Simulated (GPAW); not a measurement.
# A GW chain in GPAW: SnO2 (Cassiterite), part 2 of 2

Aim: the G0W0 gap of SnO2 (Cassiterite) on PBE, step by step.

GPAW 26.7.0; PBE and many-body steps on it, plane waves. Known limits of the many-body steps: not at the basis limit; no spin-orbit coupling.

So far. Step 3 (Bands along the symmetry lines): The gap is 1.311 eV, as in the run before at this level. Step 4 (Empty states on the mesh, 4×4×6 mesh, 172 bands): On this mesh the gap is 1.311 eV.

### 5. Screening and self-energy, 4×4×6 mesh, 162 bands, screening to 100 eV

G0W0 replaces the xc potential by the self-energy, built once from these orbitals. Only a window of levels is corrected, while the sums run over the empty bands that the input names.

This step: G0W0 on PBE, plane waves, PAW.

File run.py:

```python
import json
import numpy as np
from gpaw.mpi import world
from gpaw.response.g0w0 import G0W0

gw = G0W0('full.gpw',
    filename='gw',
    kpts=[0],
    bands=(24, 28),
    ecut=100,
    nbands=162,
    integrate_gamma='WS',
    ppa=True)
gw.calculate()
res = {mode: {k: v for k, v in r.items() if k != 'sigma_eskwn'}
       for mode, r in gw.all_results.items()}

if world.rank == 0:
    with open('result.json', 'w') as f:
        json.dump(res, f, default=lambda x: x.tolist())
```

The run is started by

```bash
mpirun -n 4 gpaw python run.py
```

Numbers of over 12 decimals in the logs are rounded to 6 here.

The program printed:

```text
Using integrator: PointIntegrator
FrequencyGridDescriptor(from 0.000+0.000j to 0.000+27.211j eV, 2 points)
Nonperiodic BCs:  [False False False]
Using integrator: PointIntegrator
FrequencyGridDescriptor(from 0.000+0.000j to 0.000+27.211j eV, 2 points)
Nonperiodic BCs:  [False False False]
  ___  _ _ _
 |   || | | |
 | | || | | |
 |__ ||_____|
 |___|

BZ k-points: Symmetries present (total): 8

  [... matrices ...]
96 k-points: 4 x 4 x 6 Monkhorst-Pack grid + [1/8,1/8,1/12]
28 k-points in the irreducible part of the Brillouin zone
       k-points in crystal coordinates                weights
   0:     0.00000000    0.00000000    0.00000000          1/96
   1:     0.00000000    0.00000000    0.16666667          2/96
   2:     0.00000000    0.00000000    0.33333333          2/96
   3:     0.00000000    0.00000000    0.50000000          1/96
   4:     0.25000000   -0.25000000    0.00000000          2/96
   5:     0.25000000   -0.25000000    0.16666667          4/96
   6:     0.25000000   -0.25000000    0.33333333          4/96
   7:     0.25000000   -0.25000000    0.50000000          2/96
   8:     0.25000000    0.00000000    0.00000000          4/96
   9:     0.25000000    0.00000000    0.16666667          8/96
          ...
  27:     0.50000000    0.50000000    0.50000000          1/96

Distributing spins, k-points and bands (1 x 1 x 4) over 4 processes
Number of blocks: 1

Quasi particle states:
k-points (IBZ indices): [0]
Band range: (24, 28)
  [... matrices ...]
Computational parameters:
Plane wave cut-off: 100 eV
Number of bands: 162
Coulomb cutoff: None
Broadening: 0.1 eV

fxc modes: GW
Kernel: RPA
Using Godby-Needs plasmon-pole approximation:
  Fitting energy: i*E0, E0 = 1.000 Hartree
Summing all q:

Calculating screened Coulomb potential
No Coulomb truncation
FrequencyGridDescriptor(from 0.000+0.000j to 0.000+27.211j eV, 2 points)
Removing empty qpoint cache files...

Calculating chi0 body with:
    Ground state adapter containing:
    Number of spins: 1
    Number of kpoints: 96
    Number of irreducible kpoints: 28
    Number of completely occupied states: 26
    Number of partially occupied states: 26
    Occupied states memory: 5.784302 M / cpu

    Linear response parametrization:
    q_c: [0.0, 0.0, 1.3877787807814457e-17]
    Number of frequency points: 2
    Planewave cutoff: 100.0
    Number of bands: 162
    Number of planewaves: 161
    Broadening (eta): 1e-06
    comm.size: 4
    kncomm.size: 4
    blockcomm.size: 1

    Memory estimate of potentially large arrays:
        chi0_wGG: 0.791046 M / cpu
Integrating chi0 body.

Symmetries of q_c:
    Direct symmetries (Uq -> q): 8
    Indirect symmetries (TUq -> q): 0
In total 8 allowed symmetries.

  [... matrices ...]
28 groups of equivalent kpoints. 70.833333% reduction.

Integral kind: response function
Integrating chi0 head and wings.

Symmetries of q_c:
    Direct symmetries (Uq -> q): 8
    Indirect symmetries (TUq -> q): 0
In total 8 allowed symmetries.

  [... matrices ...]
28 groups of equivalent kpoints. 70.833333% reduction.

Integral kind: response function wings

Calculating chi0 body with:
    Ground state adapter containing:
    Number of spins: 1
    Number of kpoints: 96
    Number of irreducible kpoints: 28
    Number of completely occupied states: 26
    Number of partially occupied states: 26
[... the further q-points ...]

Results:
f:      Occupation numbers
eps:     KS-eigenvalues [eV]
vxc:     KS vxc [eV]
exx:     Exact exchange [eV]
sigma:   Self-energies [eV]
dsigma:  Self-energy derivatives
Z:       Renormalization factors
qp:      QP-energies [eV]

k-point 0 (0): (0.000, 0.000, 0.000)                GW
band       f     eps     vxc     exx   sigma  dsigma       Z      qp
                                                                   GW
  24   1.000   5.303 -20.766 -26.379   4.838  -0.282   0.780   4.698
  25   1.000   6.074 -21.162 -27.153   5.162  -0.282   0.780   5.428
  26   0.000   7.386 -18.524 -14.483  -2.752  -0.189   0.841   8.469
  27   0.000  12.259 -17.797 -12.104  -3.869  -0.202   0.832  13.776
```

It took 4.4 min on 4 MPI ranks of AMD EPYC 9R14 (Zen 4), shared host; peak memory 2 GiB.

Numbers from this step:

```yaml
g0w0_gap_on_the_points_computed: 3.042 eV
least_direct_g0w0_gap_on_the_computed_points: 3.042 eV
z_at_the_valence_top: 0.7800
z_at_the_conduction_bottom: 0.8409
starting_gap_on_the_mesh: 1.311 eV
k_of_the_valence_top: 0, 0, 0
k_of_the_conduction_bottom: 0, 0, 0
```

The gap on the mesh goes from 1.31 eV to 3.04 eV, a correction of +1.73 eV.

Limits: finite bands, cutoff and mesh; no spin-orbit coupling. v1 is the top filled band, c1 the lowest empty one. The levels before and after the correction (eV, zero at the valence-band top of each column):

```
           conduction bottom  valence top
Kohn-Sham               1.31         0.00
     G0W0               3.04         0.00
```

```
           level  energy (eV)
Kohn-Sham   Γ v2       -0.772
Kohn-Sham   Γ v1        0.000
Kohn-Sham   Γ c1        1.311
Kohn-Sham   Γ c2        6.184
     G0W0   Γ v2       -0.729
     G0W0   Γ v1        0.000
     G0W0   Γ c1        3.042
     G0W0   Γ c2        8.348
```

### 6. Where the time went

Times are wall times on 4 MPI ranks of AMD EPYC 9R14 (Zen 4), shared host. The host was busy with other work, so they are no guide to cost.

```
                          step     time  share  memory (GiB)
                  ground state     32 s    8 %          0.84
bands along the symmetry lines     26 s    7 %          0.94
      empty states on the mesh     57 s   15 %           2.7
     screening and self-energy  4.4 min   70 %           2.0
```

### 7. Summary of results

| Quantity | Value |
| --- | --- |
| PBE gap | 1.31 eV, direct |
| G0W0 gap on the mesh | 3.04 eV |
| GW settings | 4×4×6 mesh, 162 bands, screening to 100 eV, Godby-Needs plasmon pole |
| known limits | not at the basis limit; no spin-orbit coupling |

**Reading.** G0W0 moves the gap on the mesh from 1.31 eV to 3.04 eV (+1.73 eV), with Z of 0.78 and 0.84 at the edges. Only 1 of the mesh's irreducible points was corrected, so a valley elsewhere could overtake. The dearest step here is «screening and self-energy». Against experiment, by G0W0@PBE: the gap of 3.04 eV lies −0.56 eV from the measured 3.6 eV (kind not stated, quoted 2022). The calculation has static nuclei and no excitons; a measured gap holds zero-point and thermal motion, which mostly lowers it. Against the values above the computed gap that would widen the miss. An edge that is forbidden or weak in absorption could explain it, and so could too strong a screening: the start's gap is only 1.31 eV, and one shot does not repair that. Bands and cutoff are finite, so the gap is not at the basis limit. The miss can reach some tenths of an eV and take either sign; the mesh is an error of its own. These stock PAW sets were not made for GW. In the G0W0 run levels were corrected at 1 k point alone, so a gap called «on the mesh» is the least over those, and an edge elsewhere would be missed. The many-body steps are scalar-relativistic: spin-orbit coupling is not in them.

[Paths, hosts, dates, memory and timing lines, banners, echoed tables and standing remarks are left out of the program output.]

[Logs are printed without paths, hosts, clocks, repeated set-up lines and the standing remarks that a program may print on its own settings, such as how far it seeks lower states.]

[Runs of the session that timed out or met a known fault of the program may be left out.]

[Hosts, paths, dates, database ids (printed as entryN), source tags and the programs' standing remarks are cut or masked in the printed files.]
